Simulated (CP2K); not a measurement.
Two runs for the C K edge of chloroacetaldehyde. Run A: CP2K XAS_TDP, all-electron GAPW, PBEh(45%), aug-pc-1, TDA, no relativity. Run B differs in one setting.

First lines with a strength over 0.0015. A:

```csv
atom,energy (eV),states,"strength, one atom"
"C2 (bonded to C, O and H)",281.32,1,0.0720
,286.62,1,0.0123
,287.20,1,0.0063
,287.56,1,0.0017
,288.11,1,0.0018
"C3 (bonded to C, Cl and 2 H)",282.79,1,0.0459
,284.30,1,0.0158
,285.56,1,0.0164
,286.21,1,0.0255
,286.93,1,0.0043
```

B:

```csv
atom,energy (eV),states,"strength, one atom"
"C2 (bonded to C, O and H)",281.30,1,0.0718
,286.76,1,0.0152
,287.48,1,0.0106
,288.85,1,0.0085
,289.22,1,0.0216
"C3 (bonded to C, Cl and 2 H)",282.88,1,0.0438
,284.36,1,0.0177
,285.79,1,0.0219
,286.40,1,0.0337
,287.49,1,0.0095
```

**Question.** Which was it: scalar relativity switched on, GW2X switched on, the functional, the basis?

The basis (basis from aug-pc-1 to pc-2; the lines alone don't name the new value). A basis moves diffuse and continuum lines far more than the leading valence line. Against PBEh(45%) in aug-pc-1, the leading lines move by -0.02 eV (C2, to 281.30) and +0.09 eV (C3, to 282.88). The next line of C2 over the strength cut lies 5.46 eV higher, against 5.30.

[Banner, clock and machine lines of the logs are left out without a mark of their own.]

[Logs are printed without paths, hosts, clocks, repeated set-up lines and the standing remarks that a program may print on its own settings, such as how far it seeks lower states.]

[Hosts, paths, dates, database ids (printed as entryN), source tags and the programs' standing remarks are cut or masked in the printed files.]
